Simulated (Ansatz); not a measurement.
# S on Hf(0001): change of the work function

Wanted: Δφ(θ) for S/Hf(0001), starting from the fcc site.

Main program and level: Ansatz 0.2.0; plane-wave DFT, PBEsol, Ansatz PAW, in the first sound run; inputs show where later runs differ.

Report form: the programs' logs are mostly left out.

## 1. The starting structure

The cell holds 4 atoms: 4 Hf. Its edges and angles: a = 3.200 Å, b = 3.200 Å, c = 25.594 Å, α = 90.0°, β = 90.0°, γ = 60.0°. Vacuum lies along c.

## 2. The clean slab

The bare slab comes first, as the zero from which every change is counted. The two lowest layers are held at bulk places and the upper ones relax. The dipole correction removes the false field that a one-sided slab makes across the periodic vacuum, so each face gets a flat vacuum level of its own.

input.yaml reads:

```yaml
crystal:
  lattice:
    - [3.2, 0.0, 0.0]
    - [1.6, 2.7712812921, 0.0]
    - [0.0, 0.0, 25.5936]
  atoms:
    - { symbol: Hf, position: [0.6666666667, 0.6666666667, 0.3516504126] }
    - { symbol: Hf, position: [0.0, 0.0, 0.4505501375] }
    - { symbol: Hf, position: [0.6666666667, 0.6666666667, 0.5494498625] }
    - { symbol: Hf, position: [0.0, 0.0, 0.6483495874] }
kpoints:
  mp_grid: { grid: [11, 11, 1] }
hamiltonian:
  xc: pbesol
scf:
  occupations: { method: fermi_dirac, width: 0.1 }
  convergence: { dr2_threshold: 1.0e-08 }
efield:
  axis: 3
  dipole_correction: true
  ramp_position: 0.97
  ramp_width: 0.06
relax:
  f_tol: 0.02
  max_steps: 60
  constraints: [{ sites: [0, 1] }]
output:
  write_potential: true
  write_density: true
  volumetric_format: npy
```

Launch:

```console
$ ansatz run input.yaml --threads 4 --pin off --max-ram 12288MiB --backend cpu --events-out ev --progress --plain --runs-dir out
```

Elapsed: 24 s, on 4 threads of Arm Neoverse V2, shared host; peak memory 0.68 GiB.

Relaxation path:

```
step  energy less that of the first step (eV)  largest force component (eV/Å)
   1                                   0.0000                          0.8354
   2                                  -0.0613                          0.8080
   3                                  -0.0940                          0.1518
   4                                  -0.0955                          0.0173
```

Forces are held to the 6 operations that the run works with; a distortion that breaks them can't arise in this run.

The atoms that moved most (Å):

```
atom     dx     dy      dz  length
 Hf4  0.000  0.000  -0.158   0.158
 Hf3  0.000  0.000   0.046   0.046
```

Final coordinates:

```cif
data_structure
_symmetry_space_group_name_H-M 'P 1'
_symmetry_Int_Tables_number 1
_cell_length_a 3.2000
_cell_length_b 3.2000
_cell_length_c 25.5936
_cell_angle_alpha 90.000
_cell_angle_beta 90.000
_cell_angle_gamma 60.000
_cell_volume 226.97
loop_
_atom_site_label
_atom_site_type_symbol
_atom_site_fract_x
_atom_site_fract_y
_atom_site_fract_z
_atom_site_occupancy
Hf1 Hf 0.66667 0.66667 0.35165 1
Hf2 Hf 0.00000 0.00000 0.45055 1
Hf3 Hf 0.66667 0.66667 0.55125 1
Hf4 Hf 0.00000 0.00000 0.64218 1
```

This step gave:

```
energy at zero smearing        : -62389.8961 eV
work function, upper face      : 4.380 eV
work function, lower face      : 4.453 eV
dipole along the normal        : 0.003571 e·Å
step between the vacuum levels : -0.07287 eV
```

Running mean over 2.5312 Å of the planar mean; the ramp of the sawtooth is left out. Electron's electrostatic potential energy less the Fermi level against z:

```
z (Å)  electron's electrostatic potential energy less the Fermi level (eV)
  3.0                                                                 4.45
  3.5                                                                 4.45
  4.0                                                                 4.45
  4.5                                                                 4.45
  5.0                                                                 4.43
  5.5                                                                 4.37
  6.0                                                                 4.21
  6.5                                                                 3.73
  7.0                                                                 2.40
  7.5                                                               -0.471
  8.0                                                                -3.95
  8.5                                                                -6.50
  9.0                                                                -7.30
  9.5                                                                -7.29
 10.0                                                                -7.18
 10.5                                                                -7.12
 11.0                                                                -7.13
 11.5                                                                -7.15
 12.0                                                                -7.09
 12.5                                                                -6.97
 13.0                                                                -6.93
 13.5                                                                -7.01
 14.0                                                                -7.20
 14.5                                                                -7.67
 15.0                                                                -8.28
 15.5                                                                -8.37
 16.0                                                                -7.92
 16.5                                                                -7.38
 17.0                                                                -6.27
 17.5                                                                -3.53
 18.0                                                              -0.0759
 18.5                                                                 2.60
 19.0                                                                 3.75
 19.5                                                                 4.17
 20.0                                                                 4.31
 20.5                                                                 4.36
 21.0                                                                 4.37
 21.5                                                                 4.38
 22.0                                                                 4.38
 22.5                                                                 4.38
```

The relaxation took 4 steps and lowered the energy by 0.095 eV; the largest force on the free atoms ends at 0.017 eV/Å.

The work function of the upper face is 4.38 eV.

## 3. Adsorbate added, k-mesh 4×4×1, coverage 0.111 ML

System of this step: S/Hf(0001). The cell holds 37 atoms: 36 Hf and 1 S. Cell: a = 9.600 Å, b = 9.600 Å, c = 27.723 Å, α = 90.0°, β = 90.0°, γ = 60.0°. Vacuum lies along c.

The clean slab as it ended is repeated in the plane and the adsorbate is set on one face; the cell's size fixes the coverage, and the k-mesh shrinks with it to keep the sampling density about even. Adsorbate and upper layers relax, since the dipole depends on the height.

input.yaml reads:

```yaml
crystal:
  lattice:
    - [9.6, 0.0, 0.0]
    - [4.8, 8.3138438763, 0.0]
    - [0.0, 0.0, 27.7227404283]
  atoms:
    - { symbol: Hf, position: [0.2222222222, 0.2222222222, 0.3246432301] }
    - { symbol: Hf, position: [0.0, 0.0, 0.415947335] }
    - { symbol: Hf, position: [0.2222222222, 0.2222222222, 0.5089135937] }
    - { symbol: Hf, position: [0.0, 0.0, 0.592862125] }
    - { symbol: Hf, position: [0.2222222222, 0.5555555556, 0.3246432301] }
    - { symbol: Hf, position: [0.0, 0.3333333333, 0.415947335] }
    - { symbol: Hf, position: [0.2222222222, 0.5555555556, 0.5089135937] }
    - { symbol: Hf, position: [0.0, 0.3333333333, 0.592862125] }
[... 25 atom lines left out ...]
    - { symbol: Hf, position: [0.6666666667, 0.6666666667, 0.415947335] }
    - { symbol: Hf, position: [0.8888888889, 0.8888888889, 0.5089135937] }
    - { symbol: Hf, position: [0.6666666667, 0.6666666667, 0.592862125] }
    - { symbol: S, position: [0.1111111111, 0.1111111111, 0.6753567699] }
kpoints:
  mp_grid: { grid: [4, 4, 1] }
hamiltonian:
  xc: pbesol
scf:
  occupations: { method: fermi_dirac, width: 0.1 }
  convergence: { dr2_threshold: 1.0e-08 }
efield:
  axis: 3
  dipole_correction: true
  ramp_position: 0.97
  ramp_width: 0.06
relax:
  f_tol: 0.02
  max_steps: 60
  constraints:
    - { sites: [0, 1, 4, 5, 8, 9, 12, 13, 16, 17, 20, 21, 24, 25, 28, 29, 32, 33] }
output:
  bader: true
  write_potential: true
  write_density: true
  volumetric_format: npy
```

It took 27 min on 4 threads; peak memory 7.4 GiB; 1.8 h of CPU time.

The steps of the relaxation:

```
step  energy less that of the first step (eV)  largest force component (eV/Å)
   1                                   0.0000                          3.5347
   2                                  -0.8517                          2.6305
   3                                  -1.2815                          1.0843
   4                                  -1.4232                          0.1837
   5                                  -1.4315                          0.0647
   6                                  -1.4326                          0.0083
```

The run keeps the 6 symmetry operations that it works with, so distortions that break them were not tested.

The atoms that moved most (Å):

```
atom      dx      dy      dz  length
 S37   0.000   0.000  -0.615   0.615
 Hf4  -0.065  -0.038   0.054   0.093
Hf16   0.065  -0.038   0.054   0.093
 Hf8   0.000   0.075   0.054   0.093
Hf32  -0.033   0.019  -0.006   0.038
Hf24   0.000  -0.038  -0.006   0.038
Hf20   0.033   0.019  -0.006   0.038
Hf31   0.000   0.007  -0.034   0.035
```

Final coordinates:

```xyz
37
Lattice="9.6000 0.0000 0.0000 4.8000 8.3138 0.0000 0.0000 0.0000 27.7227" Properties=species:S:1:pos:R:3
Hf    3.2000    1.8475    9.0000
Hf    0.0000    0.0000   11.5312
Hf    3.1856    1.8392   14.1361
Hf   -0.0653   -0.0377   16.4902
Hf    4.8000    4.6188    9.0000
Hf    1.6000    2.7713   11.5312
Hf    4.7924    4.6232   14.0884
Hf    1.6000    2.8467   16.4902
Hf    6.4000    7.3901    9.0000
Hf    3.2000    5.5426   11.5312
Hf    6.4000    7.4067   14.1361
Hf    3.1982    5.5436   16.4165
Hf    6.4000    1.8475    9.0000
Hf    3.2000    0.0000   11.5312
Hf    6.4000    1.8388   14.0884
Hf    3.2653   -0.0377   16.4902
Hf    8.0000    4.6188    9.0000
Hf    4.8000    2.7713   11.5312
Hf    8.0076    4.6232   14.0884
Hf    4.8327    2.7902   16.4302
Hf    9.6000    7.3901    9.0000
Hf    6.4000    5.5426   11.5312
Hf    9.6059    7.3867   14.0744
Hf    6.4000    5.5047   16.4302
Hf    9.6000    1.8475    9.0000
Hf    6.4000    0.0000   11.5312
Hf    9.6144    1.8392   14.1361
Hf    6.4000   -0.0021   16.4165
Hf   11.2000    4.6188    9.0000
Hf    8.0000    2.7713   11.5312
Hf   11.2000    4.6257   14.0744
Hf    7.9673    2.7902   16.4302
Hf   12.8000    7.3901    9.0000
Hf    9.6000    5.5426   11.5312
Hf   12.7941    7.3867   14.0744
Hf    9.6018    5.5436   16.4165
S     1.6000    0.9238   18.1075
```

This step gave:

| Property | Result |
| --- | --- |
| energy at zero smearing | -562397.5127 eV |
| work function, upper face | 4.461 eV |
| dipole along the normal | -0.005916 e·Å |

Running mean over 2.5312 Å of the planar mean; the ramp of the sawtooth is left out. The electron's electrostatic potential energy less the Fermi level by z:

z (Å), electron's electrostatic potential energy less the Fermi level (eV) and a bar from the least value:
```
      3.5       4.45 ##############################
      4.0       4.45 ##############################
      4.5       4.44 ##############################
      5.0       4.42 ##############################
      5.5       4.37 ##############################
      6.0       4.20 #############################
      6.5       3.73 ############################
      7.0       2.39 #########################
      7.5      -0.47 ##################
      8.0      -3.95 ##########
      8.5      -6.52 ####
      9.0      -7.31 ##
      9.5      -7.30 ##
     10.0      -7.18 ##
     10.5      -7.13 ###
     11.0      -7.13 ###
     11.5      -7.15 ###
     12.0      -7.11 ###
     12.5      -7.01 ###
     13.0      -6.98 ###
     13.5      -7.03 ###
     14.0      -7.18 ##
     14.5      -7.61 #
     15.0      -8.16 
     15.5      -8.23 
     16.0      -7.85 #
     16.5      -7.48 ##
     17.0      -6.65 ####
     17.5      -4.14 ##########
     18.0      -0.75 ##################
     18.5       1.96 ########################
     19.0       3.26 ###########################
     19.5       3.94 #############################
     20.0       4.30 ##############################
     20.5       4.42 ##############################
     21.0       4.45 ##############################
     21.5       4.46 ##############################
     22.0       4.46 ##############################
     22.5       4.46 ##############################
     23.0       4.46 ##############################
     23.5       4.46 ##############################
     24.0       4.46 ##############################
     24.5       4.46 ##############################
```

The relaxation took 6 steps and lowered the energy by 1.4 eV; the largest force on the free atoms ends at 0.0083 eV/Å.

The covered face has 4.46 eV, +0.08 eV against the clean one; the bare back face has moved by -0.01 eV, a measure of how thin the slab is.

(Part 1 of 3 ends here.)

[Logs are printed without paths, hosts, clocks, repeated set-up lines and the standing remarks that a program may print on its own settings, such as how far it seeks lower states.]

[Hosts, paths, dates, database ids (printed as entryN), source tags and the programs' standing remarks are cut or masked in the printed files.]

[Maps of the electrostatic potential energy from Ansatz leave out the sawtooth potential of an applied field or a dipole correction, so their vacuum need not be flat; planar profiles and work functions include it.]
